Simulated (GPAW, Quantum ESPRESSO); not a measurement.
Consider PbO2 (Fm-3m).

```xyz
3
Lattice="0.0000 2.7020 2.7020 2.7020 0.0000 2.7020 2.7020 2.7020 0.0000" Properties=species:S:1:pos:R:3 pbc="T T T"
Pb    0.0000    0.0000    0.0000
O     4.0530    4.0530    4.0530
O     1.3510    1.3510    1.3510
```

Absorber: atom 2, with 4 Pb at 2.34 Å (tetrahedral, site symmetry -43m). Method: Quantum ESPRESSO XSpectra, LDA, excited-electron core hole (neutral cell), 12-atom cell with 5.4 Å between holes, 6×6×6 k points, dipole transitions, Lorentzian half width 0.3 eV up to 4 eV, rising linearly to 2.5 eV at 25 eV, without spin-orbit coupling.

Question: What does the O K edge look like?

Main maxima up to 24 eV above the zero (height): 0.8 eV (2.48), 7.6 eV (2.24) and 17.0 eV (1.19). A K edge sees empty p states on the absorber. The total-energy difference is 531.86 eV. One term is added: -8.83 eV, since the hole is spin-paired here and a spin-polarised one costs that much less in the free atom (computed apart). The photon energy is then 523.03 eV. The functional leaves an error in such absolute values: in the free atom LDA prices this hole 4.1 eV below PBE (computed apart), and PBE is itself good to a few eV.

The O K spectrum (energy from the energy zero of the input (xe0, at the border of filled and empty states); intensity scaled to a mean of 1 over the first 20 eV; the points at xe0, where the cut of filled states can leave a spike, are interpolated):

| E (eV) | intensity |
| --- | --- |
| -2.00 | 0.06 |
| -1.25 | 0.10 |
| -0.50 | 0.27 |
| 0.25 | 1.35 |
| 1.00 | 2.07 |
| 1.75 | 0.34 |
| 2.50 | 0.16 |
| 3.25 | 0.14 |
| 4.00 | 0.21 |
| 4.75 | 0.68 |
| 5.50 | 1.43 |
| 6.25 | 1.58 |
| 7.00 | 1.87 |
| 7.75 | 2.21 |
| 8.50 | 1.59 |
| 9.25 | 1.00 |
| 10.00 | 0.69 |
| 10.75 | 0.56 |
| 11.50 | 0.54 |
| 12.25 | 0.57 |
| 13.00 | 0.68 |
| 13.75 | 0.82 |
| 14.50 | 0.90 |
| 15.25 | 0.98 |
| 16.00 | 1.10 |
| 16.75 | 1.18 |
| 17.50 | 1.18 |
| 18.25 | 1.12 |
| 19.00 | 1.07 |
| 19.75 | 1.02 |
| 20.50 | 0.93 |
| 21.25 | 0.82 |
| 22.00 | 0.73 |
| 22.75 | 0.68 |
| 23.50 | 0.66 |
| 24.25 | 0.65 |
| 25.00 | 0.65 |
| 25.75 | 0.66 |
| 26.50 | 0.67 |
| 27.25 | 0.68 |
| 28.00 | 0.72 |
| 28.75 | 0.77 |
| 29.50 | 0.82 |
| 30.25 | 0.85 |
| 31.00 | 0.85 |
| 31.75 | 0.82 |

The unit cell's mesh shows no gap over 0.35 eV. That is right for a metallic compound; for a small-gap or correlated insulator it would be the fault of the functional or of the assumed magnetic order, and the hole would be screened too well. The holes are only 5.4 Å apart, so the shape is probably not converged with cell size; no larger cell was run here. Lifetime broadening is put in by hand, and intensities beyond about 20 eV depend on it and on the partial waves; weight that the partial waves miss at high energy is lost. The structure is a computed Materials Project entry and may be a hypothetical form.

[Banner, clock and machine lines of the logs are left out without a mark of their own.]

[Logs are printed without paths, hosts, clocks, repeated set-up lines and the standing remarks that a program may print on its own settings, such as how far it seeks lower states.]

[Hosts, paths, dates, database ids (printed as entryN), source tags and the programs' standing remarks are cut or masked in the printed files.]

[Lists of maxima count a maximum above −3 eV only where it reaches 4 % of the highest in the window and stands out from its surroundings by 2 % of it (1.5 % where it reaches 55 %); shoulders and weaker maxima are passed over, and of the rest the first, up to two pre-edge ones and the few strongest are named.]
